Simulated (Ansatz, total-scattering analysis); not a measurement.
## Reading the total scattering of a disordered sample

The sample: Al2O3 (Al 40.0, O 60.0 atom %) at 2500 K, fixed volume (mean pressure -3.4 GPa), ρ₀ = 0.0842 Å⁻³. The data come from ab initio molecular dynamics with Ansatz (LDA, plane waves, PAW default files, Langevin thermostat, no spin, fixed volume). The average runs over 1.74 ps of 70 atoms, so shells between rare elements are rough. Mean temperature 2444 K, largest m.s.d. 2.08 Å², energy drift +14 meV an atom (last third less first, no steady trend), Langevin friction 10 ps⁻¹; the first quarter of the run is discarded. Start: last frame of a classical run of this cell at the same density and temperature. So short a stretch relaxes bonds and nearest shells but still remembers its start. It is a liquid as far as so short a run tells.

S(Q) is the Faber–Ziman total, Σ ci cj fi fj (Sij − 1)/⟨f⟩² + 1. Below 4 Å⁻¹ the partials are summed on the cell's own reciprocal vectors (from 0.67 Å⁻¹) and folded with a Gaussian of σ = 0.15 Å⁻¹; above it they are transforms of g(r) out to 6.4 Å, tapered over the last 40 %. The fold lowers sharp peaks, and with so few vectors their positions are good to about 0.1 Å⁻¹. X-rays take neutral-atom form factors, neutrons coherent lengths (Al 3.449, O 5.8037 fm). G(r) = 4πrρ₀[g(r) − 1] carries the resolution of a Lorch-windowed transform up to 20 Å⁻¹. The patterns are simulated, not measured. The cell is small: beyond half the box only the part of each shell inside it is counted, and low-Q values rest on few vectors.

X-ray, Q (Å⁻¹) and value: 0.6 0.13, 0.9 0.12, 1.2 0.25, 1.5 0.48, 1.8 0.75, 2.1 0.80, 2.4 0.70, 2.7 0.77, 3.0 0.75, 3.3 0.79, 3.6 0.91, 3.9 1.13, 4.2 1.37, 4.5 1.43, 4.8 1.27, 5.1 1.01, 5.4 0.82, 5.7 0.77, 6.0 0.82, 6.3 0.88, 6.6 0.94, 6.9 0.99, 7.2 1.05, 7.5 1.11, 7.8 1.13, 8.1 1.10, 8.4 1.04, 8.7 0.99, 9.0 0.95, 9.3 0.93, 9.6 0.93, 9.9 0.95, 10.2 0.98, 10.5 1.01, 10.8 1.03, 11.1 1.04, 11.4 1.04, 11.7 1.04, 12.0 1.02

neutron, Q (Å⁻¹) and value: 0.6 0.12, 0.9 0.10, 1.2 0.19, 1.5 0.35, 1.8 0.52, 2.1 0.55, 2.4 0.77, 2.7 1.14, 3.0 1.03, 3.3 0.86, 3.6 0.88, 3.9 0.98, 4.2 1.17, 4.5 1.29, 4.8 1.26, 5.1 1.12, 5.4 0.95, 5.7 0.83, 6.0 0.80, 6.3 0.83, 6.6 0.90, 6.9 0.99, 7.2 1.07, 7.5 1.12, 7.8 1.12, 8.1 1.08, 8.4 1.03, 8.7 0.98, 9.0 0.95, 9.3 0.93, 9.6 0.94, 9.9 0.96, 10.2 0.98, 10.5 1.01, 10.8 1.03, 11.1 1.03, 11.4 1.03, 11.7 1.03, 12.0 1.02

G(r):

```
r (Å)  X-ray  neutron
  1.0  -1.06    -1.04
  1.1  -1.16    -1.15
  1.2  -1.23    -1.25
  1.3  -1.31    -1.35
  1.4  -1.37    -1.42
  1.5  -1.03    -1.15
  1.6   0.12    -0.20
  1.7   1.60     1.01
  1.8   2.28     1.55
  1.9   1.74     1.06
  2.0   0.50    -0.01
  2.1  -0.56    -0.90
  2.2  -1.15    -1.30
  2.3  -1.41    -1.26
  2.4  -1.37    -0.83
  2.5  -1.12    -0.21
  2.6  -0.77     0.37
  2.7  -0.42     0.77
  2.8  -0.07     0.95
  2.9   0.24     0.94
  3.0   0.53     0.79
  3.1   0.77     0.60
  3.2   0.86     0.39
  3.3   0.75     0.16
  3.4   0.48    -0.07
  3.5   0.18    -0.25
  3.6  -0.09    -0.38
  3.7  -0.27    -0.44
  3.8  -0.31    -0.44
  3.9  -0.26    -0.39
  4.0  -0.12    -0.29
  4.1   0.07    -0.16
  4.2   0.26     0.00
  4.3   0.39     0.12
  4.4   0.40     0.19
  4.5   0.32     0.22
  4.6   0.23     0.24
  4.7   0.16     0.27
  4.8   0.12     0.28
  4.9   0.07     0.28
  5.0   0.01     0.27
  5.1  -0.02     0.29
  5.2  -0.02     0.31
  5.3  -0.04     0.28
  5.4  -0.09     0.17
  5.5  -0.16     0.05
  5.6  -0.18    -0.05
  5.7  -0.16    -0.11
```

Q: Assign the low-r maxima. Which coordination numbers can be read off, and what are they?

Each pair enters with the weight ci cj fi fj (2 − δij)/⟨f⟩², taking f = Z for X-rays at Q = 0: O–O 0.23 / 0.51; Al–O 0.50 / 0.41; Al–Al 0.27 / 0.08 (X-ray / neutron).

| radiation | maximum (Å) | G (Å⁻²) | pairs that make it (share of the curvature of G, each pair at the same resolution) |
| --- | --- | --- | --- |
| X-ray | 1.80 | 2.31 | Al–O 100 % |
| X-ray | 3.19 | 0.86 | Al–Al 96 % |
| X-ray | 4.36 | 0.41 | Al–O 71 %, Al–Al 29 % |
| neutron | 1.80 | 1.57 | Al–O 100 % |
| neutron | 2.84 | 0.97 | O–O 100 % |

Where a peak stands clear its area gives a rough count; most overlap. The maxima can be assigned, but 2 totals can't separate 3 partials, so the counts below come from the model itself.

From the coordinates:

```csv
pair,first peak (Å),g there,first minimum (Å),g there,neighbours
Al–O,1.78,5.5,2.58,0.26,"4.5 O per Al, 3.0 Al per O"
O–O,2.76,2.2,3.98,0.64,12.6
Al–Al,3.16,2.4,4.04,0.58,9.0
```

Bonded neighbours (only these pairs count: cutoffs Al–O 2.58 Å): Al: 3 1.0 %, 4 49 %, 5 44 %, 6 5.7 %; O: 2 12 %, 3 73 %, 4 15 %. For Al–O g doesn't fall to zero at the cutoff, so those shares hang on where it is put. Oxygen by network formers bound (Si, B, P, Ge and Al count): two 12 %, three or more 88 %. O–Al–O peak at 92° and Al–O–Al peak at 112°. These counts come from 15 frames.

Unlike atoms are nearest: the pair functions peak at 1.78 Å (Al–O) and 2.76 Å (O–O). The ratio of these peaks, 1.55 (±0.04), compares with 1.73 for a triangle, 1.63 for a tetrahedron and 1.41 for an octahedron, and Al has 4.5 anions. The weights that differ most between the probes (X-ray, neutron): O–O 0.23 and 0.51, Al–Al 0.27 and 0.08 and Al–O 0.50 and 0.41. At 2.75 Å⁻¹ neutrons show a peak (1.15) where X-rays give 0.77: term by term, w(S − 1) with f = Z as a rough X-ray weight: O–O +0.72 against +0.32, Al–Al +0.07 against +0.25 and Al–O -0.65 against -0.80 (neutron against X-ray).

[Logs are printed without paths, hosts, clocks, repeated set-up lines and the standing remarks that a program may print on its own settings, such as how far it seeks lower states.]
